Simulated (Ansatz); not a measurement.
# AlIn (hypothetical, Fm-3m): thermal expansion from first principles, part 4 of 4

Aim: the lattice, expansion, heat capacity and bulk modulus of AlIn (hypothetical) as it warms. The crystal structure is hypothetical: it was made by swapping elements on a known structure type.

Ansatz 0.2.0; DFT PBE, scalar-relativistic, plane waves, PAW.

So far. Step 2 (Probe on a coarse mesh): The start is under 32 GPa at this level and looks like a metal on this mesh. Step 5 (Tight relaxation): The residual pressure is -0.0031 GPa, small enough for phonons. The relaxed cell has a = 5.799 Å (conventional setting).

### Step 8. Phonons of the refused cell

The study refused this cell, so its phonons are run alone to see which modes are imaginary.

input.yaml reads:

```yaml
crystal:
  lattice:
    - [0.0, 2.899386079, 2.899386079]
    - [2.899386079, 0.0, 2.899386079]
    - [2.899386079, 2.899386079, 0.0]
  atoms:
    - { symbol: Al, position: [0.5, 0.5, 0.5] }
    - { symbol: In, position: [0.0, 0.0, 0.0] }
kpoints:
  mp_grid: { grid: [12, 12, 12] }
hamiltonian:
  xc: pbe
scf:
  occupations: { method: methfessel_paxton, width: 0.15 }
output:
  eigenvalues: true
phonons:
  method: dfpt
  qmesh: [4, 4, 4]
  temperatures: { t_max: 1000, t_step: 50 }
  qpath:
    path:
      - [[0.0, 0.0, 0.0], [0.5, 0.0, 0.5], [0.625, 0.25, 0.625]]
      - [[0.375, 0.375, 0.75], [0.0, 0.0, 0.0], [0.5, 0.5, 0.5], [0.5, 0.25, 0.75], [0.5, 0.0, 0.5]]
    npoints: 10
```

Run with:

```
ansatz run input.yaml --threads 4 --pin off --max-ram 8192MiB --backend cpu --events-out ev --progress --plain --runs-dir out
```

Numbers of over 12 decimals in the logs are rounded to 6 here.

What it wrote:

```text
[...]
Crystal: 2 atoms, lattice volume = 48.747 Å³
Basis set: ecut = 420 eV, 941 PW (Γ), exchange–correlation on 60×60×60 points (8 copies of the dense FFT grid, shifted against one another)
Bands: 12, of which v1, the nominal top of the filled ones, is band 8 counted from 1 (7 counted from 0)
Symmetry: 48 space group operations
k-points: 72 of 1728
[...]
SCF iter   1: F=—  HF=-6134.769777 eV  |F-HF|=—  |Δ(HF+E_count)|=         —  Δρ=1.41e-3  dr2=1.02e-3  ethr=1.77e-3  ⟨swp⟩=5.4  Hψ=5367  notcnv=0
[...]
SCF iter   9: F=-6134.769031 eV  HF=-6134.769031 eV  |F-HF|=1.82e-12  |Δ(HF+E_count)|=  1.82e-12  S|Δr|=    0.00e0  Δρ=1.51e-8  dr2=6.83e-14  ethr=1.00e-12  ⟨swp⟩=6.2  Hψ=3502  notcnv=0
SCF 1 converged in 9 iterations: F = -6134.769031 eV  dr2 = 6.83e-14
[...]
SCF iter   4: F=-6134.769031 eV  HF=-6134.769031 eV  |F-HF|=5.46e-12  |Δ(HF+E_count)|=  1.82e-11  S|Δr|=    0.00e0  Δρ=1.58e-7  dr2=5.54e-12  ethr=1.00e-12  ⟨swp⟩=1.6  Hψ=2664  notcnv=0
SCF 2 converged in 4 iterations: F = -6134.769031 eV  dr2 = 5.54e-12
phonons: the bands overlap, so this run is a metal and interpolates without the dipole-dipole term. If the crystal is really an insulator or semiconductor, its LO-TO splitting is missing
NSCF: frozen V_eff on 72 k-points
[...]
DFPT response loops at q = (0, 0, 0) (fractional): preconditioner auto → Kerker (q_TF=auto, 2.266 Å⁻¹) (partly filled bands, converged f_vac=0.000); β = 1.00, the filter's whole step (`scf.mixing.beta` (0.50) is not read by the response loops under this deck's `scf.mixing.preconditioner`; to damp them name `kerker` or `kerker_dos`, under which they read `scf.mixing.beta`, and type it under 1.00, their step now; both keys bind the ground state too); Broyden in place of MSR1
[...]
SCF converged after 9 iterations
[...]
Free energy (F): -6134.769031 eV
[...]
Internal energy: -6134.770479 eV  (E = F + TS)
E sigma→0 (E₀):  -6134.769393 eV
Entropy (-TS):   0.001448 eV (0.724 meV/atom)
Fermi energy:    7.545002 eV
[...]
--- Band table (eV; the first three rows and the last of 72) ---
  k-point 0: bands = [... 4 lower, -6.8074, -1.6957, 9.8785, 9.8785, 9.8785, 12.0729, 13.9959, 13.9959]
  k-point 1: bands = [... 4 lower, -6.8046, -1.6010, 8.9773, 9.8507, 9.8507, 12.5257, 13.9365, 14.1525]
  k-point 2: bands = [... 4 lower, -6.7960, -1.3167, 7.4180, 9.7994, 9.7994, 12.5191, 13.5723, 13.5723]
  k-point 71: bands = [... 4 lower, -6.7304, 3.0124, 3.7167, 4.9642, 4.9642, 12.2722, 12.4556, 14.5716]
--- Phonons (Γ-DFPT): 2 representative perturbations + reference (Σ response iterations 6) ---
  ASR residual: 7.505e-5 → 0.000e0 eV/Å²; symmetrization residual: 8.852e-7 eV/Å²
  ASR residual per site (eV/Å²): 3.97e-6 7.51e-5
  Γ frequencies (cm⁻¹): 0.00 0.00 0.00 200.42 200.42 200.42
--- Phonons (arbitrary-q DFPT): 8 irreducible q on the 4×4×4 mesh ---
  q = [0.0000, 0.0000, 0.0000] (star 1, of the zone-centre solve; hermiticity 5.49e-7, symmetrization 1.12e-11): -0.00 -0.00 -0.00 200.42 200.42 200.42
  q = [0.0000, 0.0000, 0.2500] (star 8, 2 solved perturbations on 936 of 1728 k-point pairs; hermiticity 2.52e-6, symmetrization 1.21e-12): 52.72 52.72 56.35 177.57 177.57 181.19
[...]
q = [0.0000, 0.2500, 0.2500] (star 6, 4 solved perturbations in 1608 linear systems a pass and spin channel, the states on 510 of 1728 k-point pairs; hermiticity 1.96e-6, symmetrization 5.47e-13): -25.08 -25.08 77.28 151.74 198.65 198.65
[...]
sum rule: each row above includes the acoustic sum rule's correction from the zone centre's row sums; it moved no ω² by more than (0.42 cm⁻¹)²
  mesh force constants: q→R imaginary residual 9.36e-18; ASR residual 7.505e-5 → 0.000e0 eV/Å²; symmetrization residual 3.109e-15 eV/Å²
  interpolated dispersion: 62 rows × 6 modes
  density of states and harmonic sums: on the 20×20×20 q-mesh, interpolated from the force constants of a 4×4×4 supercell (no non-analytic term)
  largest difference from the sums on the solved wave vectors: F 2.19e-2 eV, S 2.33e-5 and C_V 2.12e-6 eV/K
  zero-point energy: 0.040278 eV/cell   skipped modes (ω ≤ 0): 290, of them read as no rigid motion or as one in doubt: 287 (1.109e0 modes/cell left out, lowest -52.26 cm⁻¹)   left out of the sums: 1.85e-1 of the cell's modes: C_V's classical limit lies that fraction below 3 k_B per atom; for a crystal, a wire or a layer, F and S can be off by more, and a phonons.interpolated_qmesh denser along its periods is the remedy for the sampling
```

Elapsed: 2.9 min, on 4 threads of Arm Neoverse V2, shared host; peak memory 2.5 GiB; 11 min of CPU time.

Numbers from this step:

```yaml
gamma_frequencies: 0, 0, 0, 200.4, 200.4, 200.4 cm⁻¹ (negative: imaginary)
lowest_frequency_on_the_path: -52.34 cm⁻¹
point_group: m-3m
highest_frequency: 217.9 cm⁻¹
```

No LO-TO term. The phonon branches at the labelled points (cm⁻¹):

```
    point  branch 1  branch 2  branch 3  branch 4  branch 5  branch 6
        Γ         0         0         0       200       200       200
  halfway       -25       -25        77       152       199       199
        X       -47       -35       -35       204       204       218
  halfway       -50       -30       -23       200       200       215
        U       -52        20        33       186       187       211
jump to K       -52        20        33       186       187       211
  halfway       -36        78        82       154       157       206
        Γ         0         0         0       200       200       200
  halfway        53        53        56       178       178       181
        L        82        82        91       145       145       147
  halfway       -11        18        84       149       187       188
        W       -50       -50        79       142       212       212
  halfway       -51       -38        33       180       209       214
        X       -47       -35       -35       204       204       218
```

The phonon branches as a text plot (rows in cm⁻¹):

```
    212 |           ************                         ********
    201 |***************        **********             **      **
    190 |  *     *      ***         *     **          **      *
    178 |                  *      **        **       *
    167 |   *   *           *    *           **     *        *
    156 |    ***             ****             **   *        *
    145 |                      *                ************
    133 |
    122 |
    111 |
    100 |
     88 |    **                *               *********
     77 |   *  *             ****             ******    ****
     66 |                   *    *           **    *
     55 |  *    *                 **        *       *       *
     43 |                  *               *         *       *
     32 |                **         *     *          *
     21 | *               *          *   *            *
     10 |               **              *                     *
     -2 |*                            **
    -13 | **     *                   *                *
    -24 |   ********   **         ***                  *
    -35 |         ******       ***                     **    ****
    -47 |           ***********                         *********
         Γ           X  U|K            Γ         L        W     X
```

Tetrahedra on 20 20 20, mean over bins of 5 cm⁻¹. Phonon density of states against wavenumber; read off at these points:

```
wavenumber (cm⁻¹)  phonon density of states (1/cm⁻¹/cell)
              -52                                  0.0134
              -42                                  0.0246
              -32                                  0.0301
              -22                                  0.0235
              -18                                  0.0149
               -8                                  0.0104
                2                                 0.00963
               12                                 0.00977
               22                                  0.0117
               32                                  0.0164
               42                                    0.02
               48                                  0.0215
               58                                  0.0242
               68                                  0.0286
               78                                  0.0444
               82                                  0.0530
               88                                 0.00639
               98                                       0
              108                                       0
              118                                       0
              122                                       0
              132                                       0
              142                                  7.4e-4
              152                                  0.0576
              162                                  0.0352
              172                                  0.0335
              182                                  0.0363
              188                                  0.0396
              198                                  0.0668
              208                                  0.0549
              218                                 0.00146
```

No LO-TO term. The modes at Γ (shares of kinetic energy by element, %):

```
mode  frequency (cm⁻¹)  symmetry  Al %  In %
   1               0.0       T1u    19    81
   2               0.0       T1u    19    81
   3               0.0       T1u    19    81
   4             200.4       T1u    81    19
   5             200.4       T1u    81    19
   6             200.4       T1u    81    19
```

Displacements in mode 5 (200.4 cm⁻¹), the largest set to 1:
```
Al1  1.00  0.00  0.00
In2 -0.24  0.00  0.00
```

Lowest modes at the softest wavevector of the mesh; phase exp(i q.(R + tau)). The modes at q = (0.500, -0.250, 0.250) (shares of kinetic energy by element, %) (negative means imaginary):

```
mode  frequency (cm⁻¹)  Al %  In %
   1             -49.5    24    76
   2             -49.5    24    76
   3              78.7     0   100
   4             142.4   100     0
   5             211.5    76    24
   6             211.5    76    24
```

Displacements in mode 2 (-49.5 cm⁻¹), the largest set to 1, in the home cell (x, y, z of the real part, then of the imaginary part):
```
Al1  0.00 -0.45  1.00  0.00  0.09  0.04
In2  0.00 -0.08  0.03  0.00 -0.39 -0.86
```

Displacements in mode 6 (211.5 cm⁻¹), the largest set to 1, in the home cell (x, y, z of the real part, then of the imaginary part):
```
Al1  0.00 -0.49 -1.00  0.00  0.00  0.00
In2  0.00  0.00  0.00  0.00  0.13 -0.27
```

The modes has structure finer than the step of the table below, so its rows give means over 10 cm⁻¹, whole bins alone (the curve runs from -62.2 to 234 cm⁻¹). Peaks (cm⁻¹: height): Al -32.5: 0.00776, 150.0: 0.0595, 170.5: 0.0347, 181.7: 0.0332, 200.3: 0.0545; In -32.5: 0.0266, 83.0: 0.0511, 200.3: 0.0152.

Phonopy on the run's constants, 17x17x17 mesh, Gaussian sigma 2.1 cm⁻¹. The modes by wavenumber; means over each step; values in 1/cm⁻¹/cell:

```
wavenumber (cm⁻¹)       Al       In
              -50  0.00535   0.0166
              -40  0.00626   0.0204
              -30  0.00667   0.0234
              -20  0.00465   0.0169
              -10  0.00198  0.00726
                0   4.9e-4  0.00181
               10  0.00177  0.00664
               20  0.00246  0.00949
               30  0.00332   0.0132
               40  0.00401   0.0168
               50  0.00373   0.0177
               60  0.00396   0.0224
               70  0.00308   0.0267
               80  0.00168   0.0422
               90   1.5e-4  0.00877
              100        0   5.9e-6
              110        0        0
              120        0        0
              130        0        0
              140  0.00347   4.5e-5
              150   0.0452  0.00177
              160   0.0328  0.00401
              170   0.0278  0.00536
              180   0.0281  0.00663
              190   0.0340  0.00890
              200   0.0492   0.0138
              210   0.0286  0.00879
              220  0.00126   4.1e-4
```

The lowest solved frequency is -49.5 cm⁻¹, so the cell is unstable here and gives no valid free energy.

### Step 9. Outcome

```json
{
  "lowest frequency at the solved wavevectors": "-49.5 cm⁻¹"
}
```

In words: With imaginary harmonic modes at the relaxed cell the quasi-harmonic free energy is undefined, so no expansion is obtained for this phase at this level. The softest solved mode is 49i cm⁻¹ at q = (0.25, -0.5, -0.25), and 5 of 8 solved wavevectors carry a mode beyond 8i cm⁻¹. In a metal soft modes also hang on the k-mesh and the smearing, which were not converged here.

[Logs are printed without paths, hosts, clocks, repeated set-up lines and the standing remarks that a program may print on its own settings, such as how far it seeks lower states.]

[Hosts, paths, dates, database ids (printed as entryN), source tags and the programs' standing remarks are cut or masked in the printed files.]

[A step with changed settings may run another functional than the one named; its input shows which.]
